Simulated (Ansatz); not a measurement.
# Ta2N monolayer: phonons and vibrational spectra

Wanted: phonon frequencies of Ta2N monolayer and what follows from them.

Main program and level: Ansatz 0.2.0; DFT PBEsol, scalar-relativistic, plane waves, PAW; PAW set soft_1.

**1. Starting point**

The cell holds 3 atoms: 1 N and 2 Ta. Cell: a = 3.100 Å, b = 3.100 Å, c = 20.000 Å, α = 90.0°, β = 90.0°, γ = 120.0°. It derives from Ta2N. Vacuum lies along c.

**2. Rough relaxation**

The start is far from rest, so a relaxation with loose tolerances brings it close first.

The program solves this slab on a cell height of its own, 28.6 Å, in place of the one typed.

The input, input.yaml:

```yaml
crystal:
  lattice:
    - [3.1, 0.0, 0.0]
    - [-1.55, 2.68468, 0.0]
    - [0.0, 0.0, 20.0]
  atoms:
    - { symbol: "N", position: [0.0, 0.0, 0.5] }
    - { symbol: Ta, position: [0.333333, 0.666667, 0.56] }
    - { symbol: Ta, position: [0.666667, 0.333333, 0.44] }
  periodic: [true, true, false]
kpoints:
  mp_grid: { grid: [9, 9, 1] }
hamiltonian:
  xc: pbesol
  pseudopotentials: { kind: paw, azcp: { folder: soft_1 }, xc_functional: pbe }
scf:
  occupations: { method: gaussian, width: 0.1 }
output:
  forces: true
  stress: true
  eigenvalues: true
relax:
  adjacent_minimum: "off"
  f_tol: 0.05
  max_steps: 80
  cell: { stress_2d_tol: 0.02 }
```

On the command line:

```console
$ ansatz run input.yaml --threads 4 --pin off --max-ram 16384MiB --backend cpu --events-out ev --progress --plain --runs-dir out
```

Numbers of over 12 decimals in the logs are rounded to 6 here.

Log:

```text
[...]
F+E_penalty+E_count = -19992.86321118 eV   max|allowed force component| = 1.822e-5 eV/Å   (the final SCF, on the basis selected at the relaxed cell)
  cell:  # Å, volume = 232.6543 Å³
    - [3.064836, 0.0, 0]
    - [-1.532418, 2.654226, 0]
    - [0, 0, 28.6]
  atoms:
    - { symbol: N, position: [0, 0, 0.349650] }
    - { symbol: Ta, position: [0.333333, 0.666667, 0.390139] }
    - { symbol: Ta, position: [0.666667, 0.333333, 0.309162] }
[key lines of the parts left out:]
SCF converged after 5 iterations
Free energy (F): -19992.863211 eV
Fermi energy:    -4.866654 eV
P = ½ c Tr σ = -0.0008 N/m
```

It took 10 s on 4 threads of Arm Neoverse V2, shared host; peak memory 0.48 GiB; 36 s of CPU time.

This run has no spin polarisation although its electron count is odd.

Step by step:

```
step  energy less that of the first step (eV)  largest force component (eV/Å)  volume (Å³)
   1                                   0.0000                          1.2886       238.02
   2                                  -0.0739                          0.7715       230.97
   3                                  -0.0966                          0.1191       232.27
   4                                  -0.0971                          0.0005       232.96
   5                                  -0.0972                          0.0002       232.69
  6*                                  -0.0963                          0.0002       232.69
   7                                  -0.0963                          0.0000       232.65
  8*                                  -0.0963                          0.0000       232.65
```

Relaxation steps marked * repeat the geometry before them on a plane-wave basis chosen anew for their cell, so energy and pressure can jump there.

The run keeps the 12 symmetry operations that it works with, so distortions that break them were not tested.

```
cell as run  before  after  change
      a (Å)   3.100  3.065  -1.1 %
      b (Å)   3.100  3.065  -1.1 %
```

The atoms that moved most (Å, along periodic axes as changes of fractional coordinates times the final cell, across vacuum about the mean position):

```csv
atom,dx,dy,dz,length
Ta3,0.000,0.000,0.042,0.042
Ta2,0.000,0.000,-0.042,0.042
```

The relaxed structure:

```
N Ta
1.0
     3.06484    0.00000    0.00000
    -1.53242    2.65423    0.00000
     0.00000    0.00000   28.60000
N Ta
1 2
Direct
  0.00000 0.00000 0.34965
  0.33333 0.66667 0.39014
  0.66667 0.33333 0.30916
```

Numbers from this step:

```yaml
gap_on_the_k_mesh: 0 eV
area_per_atom: 2.712 Å²
```

The relaxation ends with a largest force component of 1.8e-5 eV/Å.

**3. Relaxation**

The cell and atoms are relaxed, since residual forces and stress would shift the frequencies.

The input, input.yaml:

```yaml
crystal:
  lattice:
    - [3.0648359107, 0.0, 0.0]
    - [-1.5324179554, 2.6542257571, 0.0]
    - [0.0, 0.0, 28.6]
  atoms:
    - { symbol: "N", position: [0.0, 0.0, 0.3496503497] }
    - { symbol: Ta, position: [0.3333333333, 0.6666666667, 0.3901386277] }
    - { symbol: Ta, position: [0.6666666667, 0.3333333333, 0.3091620716] }
  periodic: [true, true, false]
kpoints:
  mp_grid: { grid: [15, 15, 1] }
hamiltonian:
  xc: pbesol
  pseudopotentials: { kind: paw, azcp: { folder: soft_1 }, xc_functional: pbe }
scf:
  occupations: { method: gaussian, width: 0.1 }
output:
  forces: true
  stress: true
  eigenvalues: true
  write_density: true
  write_potential: true
  elf: true
  volumetric_format: npy
relax:
  adjacent_minimum: "off"
  f_tol: 0.005
  max_steps: 80
  cell: { stress_2d_tol: 0.02 }
```

Log:

```text
[...]
Crystal: 3 atoms, lattice volume = 232.654 Å³
Basis set: ecut = 420 eV, 4499 PW (Γ), exchange–correlation on 48×48×384 points (8 copies of the dense FFT grid, shifted against one another)
Bands: 20, of which v1, the nominal top of the filled ones, is band 16 counted from 1 (15 counted from 0)
Symmetry: 12 space group operations
[...]
k-points: 27 of 225
[...]
SCF iter   1: F=—  HF=-19995.299992 eV  |F-HF|=—  |Δ(HF+E_count)|=         —  Δρ=4.90e-2  dr2=1.21e1  ethr=3.10e-3  ⟨swp⟩=11.5  Hψ=4297  notcnv=0
[...]
SCF iter  10: F=-19992.858517 eV  HF=-19992.858517 eV  |F-HF|=1.05e-9  |Δ(HF+E_count)|=   4.55e-9  Δρ=2.01e-7  dr2=8.36e-11  ethr=9.20e-12  ⟨swp⟩=11.9  Hψ=4949  notcnv=0
SCF 1 converged in 10 iterations: F = -19992.858517 eV  dr2 = 8.36e-11
[...]
relax step   1: F+E_penalty+E_count = -19992.85851700 eV  Δ(F+E_penalty+E_count) = +0.000e0 eV  max|allowed force component| = 1.080e-2 eV/Å  Δτ_max = 0.0000 Å  P = +0.004 N/m  Ω = 232.654 Å³  fix = [c, alpha, beta]  reactions: c +0.000 N/m  (10 SCF iters, dr2 threshold 1.00e-7 eV, accepted)
Crystal: 3 atoms, lattice volume = 232.768 Å³
[...]
SCF iter   5: F=-19992.858501 eV  HF=-19992.858501 eV  |F-HF|=5.55e-9  |Δ(HF+E_count)|=   2.29e-8  Δρ=7.56e-7  dr2=1.17e-9  ethr=2.35e-11  ⟨swp⟩=18.9  Hψ=5803  notcnv=0
SCF 2 converged in 5 iterations: F = -19992.858501 eV  dr2 = 1.17e-9
relax step   2: F+E_penalty+E_count = -19992.85850051 eV  Δ(F+E_penalty+E_count) = +1.649e-5 eV  max|allowed force component| = 5.683e-3 eV/Å  Δτ_max = 0.0011 Å  P = -0.014 N/m  Ω = 232.768 Å³  energy of the carried Pulay correction = -2.067e-5 eV  fix = [c, alpha, beta]  reactions: c -0.000 N/m  (5 SCF iters, dr2 threshold 7.29e-9 eV, accepted)
Crystal: 3 atoms, lattice volume = 232.714 Å³
[...]
SCF iter   4: F=-19992.858513 eV  HF=-19992.858513 eV  |F-HF|=9.34e-9  |Δ(HF+E_count)|=   2.02e-8  Δρ=8.16e-7  dr2=1.69e-9  ethr=6.51e-12  ⟨swp⟩=15.2  Hψ=6294  notcnv=0
SCF 3 converged in 4 iterations: F = -19992.858513 eV  dr2 = 1.69e-9
relax step   3: F+E_penalty+E_count = -19992.85851341 eV  Δ(F+E_penalty+E_count) = -1.291e-5 eV  max|allowed force component| = 1.266e-4 eV/Å  Δτ_max = 0.0004 Å  P = +0.001 N/m  Ω = 232.714 Å³  energy of the carried Pulay correction = -1.087e-5 eV  fix = [c, alpha, beta]  reactions: c +0.000 N/m  (4 SCF iters, dr2 threshold 2.02e-9 eV, accepted)
[...]
SCF iter   6: F=-19992.858526 eV  HF=-19992.858526 eV  |F-HF|=2.91e-11  |Δ(HF+E_count)|=  5.46e-11  Δρ=1.11e-8  dr2=5.69e-13  ethr=1.00e-12  ⟨swp⟩=15.7  Hψ=4209  notcnv=0
SCF 4 converged in 6 iterations: F = -19992.858526 eV  dr2 = 5.69e-13
relax step   4: F+E_penalty+E_count = -19992.85852596 eV  Δ(F+E_penalty+E_count) = -1.255e-5 eV  max|allowed force component| = 1.252e-4 eV/Å  Δτ_max = 0.0000 Å  P = +0.001 N/m  Ω = 232.714 Å³  fix = [c, alpha, beta]  reactions: c +0.000 N/m  stress off target by 1.42e-3 N/m on what of the cell is left free  SCF on the basis re-selected at this cell (its energy is not comparable with the rows above)  (6 SCF iters)
basis re-selected at this cell: Δ(F+E_penalty+E_count) = -1.255e-5 eV, ΔP = +0.000 N/m vs the last step (what re-selecting the basis moved, of the pressure what is left beyond the Pulay correction that the steps carried, after the strain that the cell walked since its last selection, with what the two solves' SCF thresholds leave and, on support functions, any second-order correction that the steps lacked; it is no m [...]
WARN: The output density's exchange-correlation potential varies sharply where the density is thin. Do not read a vacuum level from v_tot or v_xc, or from such a field of the output density. On a cell that repeats whose density bears no net charge and no dipole along the vacuum's axis use v_es (v_loc + v_h of the components); under efield.dipole_correction with no amplitude use v_es + v_field, which holds any externa [...]
SCF converged after 6 iterations
Free energy (F): -19992.858526 eV
[...]
Internal energy: -19992.851587 eV  (E = F + TS)
E sigma→0 (E₀):  -19992.855057 eV
Entropy (-TS):   -0.006939 eV (-2.313 meV/atom)
Fermi energy:    -4.953827 eV
[...]
--- Forces (eV/Å), atoms counted from 1 ---
  atom   1  N      0.00000000    -0.00000000     0.00000000
  atom   2  Ta    -0.00000000     0.00000000     0.00012520
  atom   3  Ta     0.00000000    -0.00000000    -0.00012520
  max |Σ_I F_I| component: 2.78e-17 eV/Å
--- 2D stress c σ (N/m, compression-positive) ---
        0.001417       0.000000       0.000000
        0.000000       0.001417      -0.000000
        0.000000      -0.000000       0.000000
  P = ½ c Tr σ = 0.0014 N/m
--- Band table (eV; the first three rows and the last of 27) ---
  k-point 0: bands = [... 12 lower, -7.6105, -5.9597, -5.7831, -5.6232, -5.6232, -3.5015, -3.4660, -3.4660]
  k-point 1: bands = [... 12 lower, -7.4386, -6.1700, -5.8133, -5.6981, -5.5194, -3.9535, -3.5394, -2.8808]
  k-point 2: bands = [... 12 lower, -7.0980, -6.6547, -6.1937, -5.4607, -5.2251, -4.0218, -3.5604, -2.9699]
  k-point 26: bands = [... 12 lower, -6.4009, -6.3978, -6.3978, -4.6110, -3.4094, -3.4094, -1.6383, -1.6383]
--- Relaxed structure (3 steps of the walk, 3 accepted, 1 SCFs on fresh bases) ---
[...]
cell:  # Å, volume = 232.7142 Å³
    - [3.065230, 2.88712386360856e-11, 0]
    - [-1.532615, 2.654567, 0]
    - [0, 0, 28.6]
  atoms:
    - { symbol: N, position: [0, 0, 0.349650] }
    - { symbol: Ta, position: [0.333333, 0.666667, 0.390116] }
    - { symbol: Ta, position: [0.666667, 0.333333, 0.309185] }
```

The job ended after 11 s (4 threads; peak memory 0.53 GiB; 40 s of CPU time).

Little changed from the start: no atom moved by 0.005 Å and no cell edge by 0.1 %.

ELF in the ac plane at fractional y = 0.000, with atoms of N within 0.2 Å of it. It is the smooth field of the valence electrons, not physical close to the nuclei.

Ten even steps from '_' (0.00) to '@' (0.76), each cell a mean:
```
________________________________
________________________________
________________________________
________________________________
________________________________
________________________________
________________________________
________________________________
________________________________
________________________________
________________________________
________________________________
::::::::::..............::::::::
##****++====----------====++****
****++==::::--======--::::==++**
++**@@@@%%++--::::::--++%%@@@@**
##**++==::::--======--::::==++**
##****++====----------====++****
::::::::::::..........::::::::::
________________________________
________________________________
________________________________
________________________________
________________________________
```
Columns run along a (3.1 Å), rows up along c (28.6 Å). Atoms in or near the plane, at fractional coordinates: N at (0.00, 0.35).

Electrostatic potential energy in the ac plane at fractional y = 0.000, with atoms of N within 0.2 Å of it. With pseudopotentials it is smooth inside the atoms' cores, unlike the true potential.

Values in eV, 24 rows by 16 columns, each cell a mean:
```
  0   0   0   0   0   0   0   0   0   0   0   0   0   0   0   0
  0   0   0   0   0   0   0   0   0   0   0   0   0   0   0   0
  0   0   0   0   0   0   0   0   0   0   0   0   0   0   0   0
  0   0   0   0   0   0   0   0   0   0   0   0   0   0   0   0
  0   0   0   0   0   0   0   0   0   0   0   0   0   0   0   0
  0   0   0   0   0   0   0   0   0   0   0   0   0   0   0   0
  0   0   0   0   0   0   0   0   0   0   0   0   0   0   0   0
  0   0   0   0   0   0   0   0   0   0   0   0   0   0   0   0
  0   0   0   0   0   0   0   0   0   0   0   0   0   0   0   0
  0   0   0   0   0   0   0   0   0   0   0   0   0   0   0   0
  0   0   0   0   0   0   0   0   0   0   0   0   0   0   0   0
  0   0   0   0   0   0   0   0   0   0   0   0   0   0   0   0
  0   0   0   0   0   0   0   0   0   0   0   0   0   0   0   0
 -1  -1  -2  -2  -3  -4  -5  -5  -5  -5  -5  -4  -3  -2  -2  -1
 -7  -7  -7  -8 -11 -14 -18 -20 -20 -20 -18 -14 -11  -8  -7  -7
-21 -21 -20 -19 -12 -10 -11 -12 -12 -12 -11 -10 -12 -19 -20 -21
 -7  -8  -8  -9 -11 -14 -18 -20 -20 -20 -18 -14 -11  -9  -8  -8
 -1  -1  -2  -2  -3  -4  -5  -6  -6  -6  -5  -4  -3  -2  -2  -1
  0   0   0   0   0   0   0   0   0   0   0   0   0   0   0   0
  0   0   0   0   0   0   0   0   0   0   0   0   0   0   0   0
  0   0   0   0   0   0   0   0   0   0   0   0   0   0   0   0
  0   0   0   0   0   0   0   0   0   0   0   0   0   0   0   0
  0   0   0   0   0   0   0   0   0   0   0   0   0   0   0   0
  0   0   0   0   0   0   0   0   0   0   0   0   0   0   0   0
```
Columns run along a (3.1 Å; values clipped at the 3rd and 97th percentile), rows up along c (28.6 Å). Atoms in or near the plane, at fractional coordinates: N at (0.00, 0.35).

Valence density in the ac plane at fractional y = 0.000, with atoms of N within 0.2 Å of it. It is the smooth field of the valence electrons, not physical close to the nuclei.

Ten steps, logarithmic in the rise over the least value, from '_' (0.0 e/Å³) to '@' (3.0 e/Å³), each cell a mean:
```
________________________________
________________________________
________________________________
________________________________
________________________________
________________________________
________________________________
________________________________
________________________________
________________________________
________________________________
________________________________
________________________________
::::::----------------------::::
**++++++++++****##****++++++++++
@@@@@@%%##**++++++++++**##%%@@@@
****++++++++****##****++++++++**
--------------------------------
________________________________
________________________________
________________________________
________________________________
________________________________
________________________________
```
Columns run along a (3.1 Å), rows up along c (28.6 Å). Atoms in or near the plane, at fractional coordinates: N at (0.00, 0.35).

[end of part 1 of 3]

[Logs are printed without paths, hosts, clocks, repeated set-up lines and the standing remarks that a program may print on its own settings, such as how far it seeks lower states.]

[Hosts, paths, dates, database ids (printed as entryN), source tags and the programs' standing remarks are cut or masked in the printed files.]
